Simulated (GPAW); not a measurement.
# Optical response of WC (Qusongite), part 2 of 2

Aim: the dielectric function of WC (Qusongite), and the optical constants that follow from it.

GPAW 26.7.0; DFT, LDA, plane-wave PAW (GPAW data sets), scalar-relativistic, RPA, optical limit.

So far. Step 2 (Ground state): There are states at the Fermi level within the smearing, so the occupations stay smeared and the carriers get a Drude term.

## (4) Dielectric function, RPA (continued)

The Im ε has structure finer than the step of the table below, so its rows give means over 0.5 eV, whole bins alone (the curve runs from 0.305 to 19.9 eV). Peaks (eV: height): E ∥ x 1.42: 10.4, 3.34: 18.2, 4.11: 17.8, 6.82: 12.9; E ∥ z 1.80: 13.3, 2.86: 24.8, 3.22: 24.4, 7.38: 17.4.

Sum at mesh points, not converged in k. The Im ε by photon energy; means over each step:

| photon energy (eV) | E ∥ x | E ∥ z |
| --- | --- | --- |
| 1.0 | 6.59 | 4.82 |
| 1.5 | 8.93 | 9.47 |
| 2.0 | 8.25 | 10.8 |
| 2.5 | 12.4 | 16.5 |
| 3.0 | 15.2 | 23.1 |
| 3.5 | 16.1 | 19.2 |
| 4.0 | 16.4 | 14.6 |
| 4.5 | 15.7 | 13.2 |
| 5.0 | 13.1 | 14.3 |
| 5.5 | 10.3 | 13.2 |
| 6.0 | 9.01 | 12.9 |
| 6.5 | 10.1 | 11.2 |
| 7.0 | 12.4 | 13.5 |
| 7.5 | 11.4 | 15.9 |
| 8.0 | 11.8 | 10.6 |
| 8.5 | 10.1 | 6.26 |
| 9.0 | 7.63 | 4.79 |
| 9.5 | 6.47 | 4.31 |
| 10.0 | 5.64 | 3.63 |
| 10.5 | 5.12 | 3.78 |
| 11.0 | 4.74 | 3.88 |
| 11.5 | 4.67 | 4.60 |
| 12.0 | 3.28 | 4.75 |
| 12.5 | 2.37 | 5.05 |
| 13.0 | 1.85 | 4.37 |
| 13.5 | 1.64 | 3.35 |
| 14.0 | 1.91 | 3.23 |
| 14.5 | 1.95 | 3.17 |
| 15.0 | 2.17 | 3.22 |
| 15.5 | 2.42 | 2.24 |
| 16.0 | 2.45 | 1.48 |
| 16.5 | 1.88 | 1.16 |
| 17.0 | 1.83 | 1.29 |
| 17.5 | 1.97 | 1.42 |
| 18.0 | 1.65 | 1.33 |
| 18.5 | 1.25 | 1.23 |
| 19.0 | 0.854 | 1.02 |
| 19.5 | 0.911 | 0.778 |

Values under 1 per cm are given as 1; sum at mesh points, not converged in k. Table of absorption coefficient by photon energy:

```
photon energy (eV)  E ∥ x (1/cm)  E ∥ z (1/cm)
              1.01         95961         82939
              1.99         1.9e5         2.0e5
              3.02         5.6e5         7.5e5
              3.98         8.8e5         1.0e6
              4.98         1.2e6         1.1e6
              6.02         1.1e6         1.5e6
              6.99         1.6e6         1.6e6
              8.03         2.0e6         2.6e6
              9.02         2.3e6         2.0e6
             10.03         2.2e6         1.8e6
             11.03         2.2e6         1.7e6
             12.02         2.5e6         2.1e6
             13.00         2.0e6         2.6e6
             14.04         1.8e6         2.4e6
             14.96         1.7e6         2.7e6
             16.03         2.2e6         2.5e6
             16.96         2.0e6         2.0e6
             18.05         2.4e6         2.1e6
             18.97         2.1e6         2.1e6
```

The reflectivity at normal incidence has structure finer than the step of the table below, so its rows give means over 1 eV, whole bins alone (the curve runs from 0.305 to 19.9 eV). Peaks (eV: height): E ∥ x 3.3: 47.0, 4.2: 47.3, 7.4: 46.1, 9.2: 52.5, 12.0: 58.0, 16.3: 42.1, 18.9: 52.7; E ∥ z 3.2: 52.7, 5.9: 47.7, 8.1: 63.0, 13.3: 47.5, 16.0: 59.8, 18.6: 49.7, 19.3: 52.4.

Sum at mesh points, not converged in k. The reflectivity at normal incidence by photon energy; means over each step:

```
photon energy (eV)  E ∥ x (%)  E ∥ z (%)
                 1       40.3       39.2
                 2       39.8       44.5
                 3       44.6       50.9
                 4       45.2       44.3
                 5       44.4       43.6
                 6       36.5       43.6
                 7       42.3       45.2
                 8       46.8       60.1
                 9       50.8       54.2
                10       48.1       42.3
                11       46.8       32.3
                12       55.5       35.4
                13       52.7       44.3
                14       35.8       42.4
                15       29.1       47.1
                16       35.3       58.5
                17       35.0       45.5
                18       42.4       42.5
                19       46.9       47.1
```

The Im ε, E ∥ x has structure finer than the step of the table below, so its rows give means over 0.5 eV, whole bins alone (the curve runs from 0.305 to 19.9 eV). Peaks (eV: height): without local fields 1.42: 10.5, 3.34: 18.2, 4.11: 17.6, 6.82: 13.1, 8.15: 13.0; with local fields 1.42: 10.4, 3.34: 18.2, 4.11: 17.8, 6.82: 12.9.

Sum at mesh points, not converged in k. Im ε, E ∥ x against photon energy; means over each step:

| photon energy (eV) | without local fields | with local fields |
| --- | --- | --- |
| 1.0 | 6.65 | 6.59 |
| 1.5 | 9.03 | 8.93 |
| 2.0 | 8.35 | 8.25 |
| 2.5 | 12.6 | 12.4 |
| 3.0 | 15.4 | 15.2 |
| 3.5 | 16.1 | 16.1 |
| 4.0 | 16.3 | 16.4 |
| 4.5 | 15.3 | 15.7 |
| 5.0 | 12.6 | 13.1 |
| 5.5 | 9.99 | 10.3 |
| 6.0 | 9.01 | 9.01 |
| 6.5 | 10.2 | 10.1 |
| 7.0 | 12.7 | 12.4 |
| 7.5 | 11.8 | 11.4 |
| 8.0 | 12.4 | 11.8 |
| 8.5 | 10.5 | 10.1 |
| 9.0 | 7.83 | 7.63 |
| 9.5 | 6.61 | 6.47 |
| 10.0 | 5.63 | 5.64 |
| 10.5 | 5.08 | 5.12 |
| 11.0 | 4.71 | 4.74 |
| 11.5 | 4.55 | 4.67 |
| 12.0 | 3.13 | 3.28 |
| 12.5 | 2.28 | 2.37 |
| 13.0 | 1.82 | 1.85 |
| 13.5 | 1.70 | 1.64 |
| 14.0 | 2.10 | 1.91 |
| 14.5 | 2.16 | 1.95 |
| 15.0 | 2.39 | 2.17 |
| 15.5 | 2.64 | 2.42 |
| 16.0 | 2.51 | 2.45 |
| 16.5 | 1.90 | 1.88 |
| 17.0 | 1.89 | 1.83 |
| 17.5 | 1.97 | 1.97 |
| 18.0 | 1.61 | 1.65 |
| 18.5 | 1.24 | 1.25 |
| 19.0 | 0.883 | 0.854 |
| 19.5 | 0.993 | 0.911 |

The loss function −Im 1/ε at q → 0 has structure finer than the step of the table below, so its rows give means over 1 eV, whole bins alone (the curve runs from 0.305 to 19.9 eV). Peaks (eV: height): E ∥ x 0.7: 0.147, 14.9: 0.470, 17.0: 0.467, 19.4: 0.747; E ∥ z 0.7: 0.199, 18.0: 0.500.

Sum at mesh points, not converged in k. The loss function −Im 1/ε at q → 0 by energy loss; means over each step:

| energy loss (eV) | E ∥ x | E ∥ z |
| --- | --- | --- |
| 1 | 0.0570 | 0.0454 |
| 2 | 0.0285 | 0.0226 |
| 3 | 0.0365 | 0.0331 |
| 4 | 0.0509 | 0.0628 |
| 5 | 0.0764 | 0.0651 |
| 6 | 0.0986 | 0.0785 |
| 7 | 0.0788 | 0.0719 |
| 8 | 0.0864 | 0.0673 |
| 9 | 0.106 | 0.127 |
| 10 | 0.137 | 0.208 |
| 11 | 0.157 | 0.240 |
| 12 | 0.147 | 0.200 |
| 13 | 0.237 | 0.181 |
| 14 | 0.410 | 0.233 |
| 15 | 0.423 | 0.205 |
| 16 | 0.347 | 0.213 |
| 17 | 0.421 | 0.401 |
| 18 | 0.370 | 0.434 |
| 19 | 0.521 | 0.483 |

At chosen wavelengths:

```
wavelength (nm)   n x    k x  R (%) x   1/α x   n z    k z  R (%) z   1/α z
           1550  2.59  1.394     30.1   89 nm  3.04  0.736     27.9  168 nm
            633  3.87  0.980     37.3   51 nm  4.18  1.090     40.3   46 nm
            450  4.28  1.552     43.5   23 nm  5.03  2.175     51.0   16 nm
            405  4.20  1.925     45.4   17 nm  4.38  2.504     50.2   13 nm
            365  3.84  2.331     46.8   12 nm  3.65  3.014     52.5  9.6 nm
            248  2.72  2.334     43.6  8.5 nm  3.22  2.256     43.8  8.7 nm
            193  2.70  1.761     35.7  8.7 nm  2.56  2.250     42.3  6.8 nm
```

A polished face would reflect 43 % of daylight and look light grey (CIE x = 0.300, y = 0.322 under D65).

## (5) Outcome

At this level (LDA, RPA) WC is a metal. The mesh is too coarse to trust the carriers' weight, the reflectivity or the colour to better than tens of per cent. A polished face would reflect 43 % of daylight and look light grey (CIE x = 0.300, y = 0.322 under D65). The carriers' damping of 0.05 eV is typed, not computed; it shapes the response at the lowest energies. Spin-orbit coupling is left out although heavy atoms are present. In this version of GPAW the matrix elements of the optical limit are incomplete, which can lower ε − 1 by up to a tenth where first-row anions or d states rule, and shift it by more in d metals. GPAW's carrier term has the form −ωp²/(ω + i·rate)², which damps like twice the rate and fails at low energy, so the curves leave the lowest energies out. The sum runs over mesh points 0.14 Å⁻¹ apart with no interpolation, so peaks are partly noise of the mesh, and the Drude plasma energy, a sum over the Fermi surface, isn't converged.

[Machine, clock and banner lines and Python warnings are left out of the logs.]

[Logs are printed without paths, hosts, clocks, repeated set-up lines and the standing remarks that a program may print on its own settings, such as how far it seeks lower states.]

[Hosts, paths, dates, database ids (printed as entryN), source tags and the programs' standing remarks are cut or masked in the printed files.]
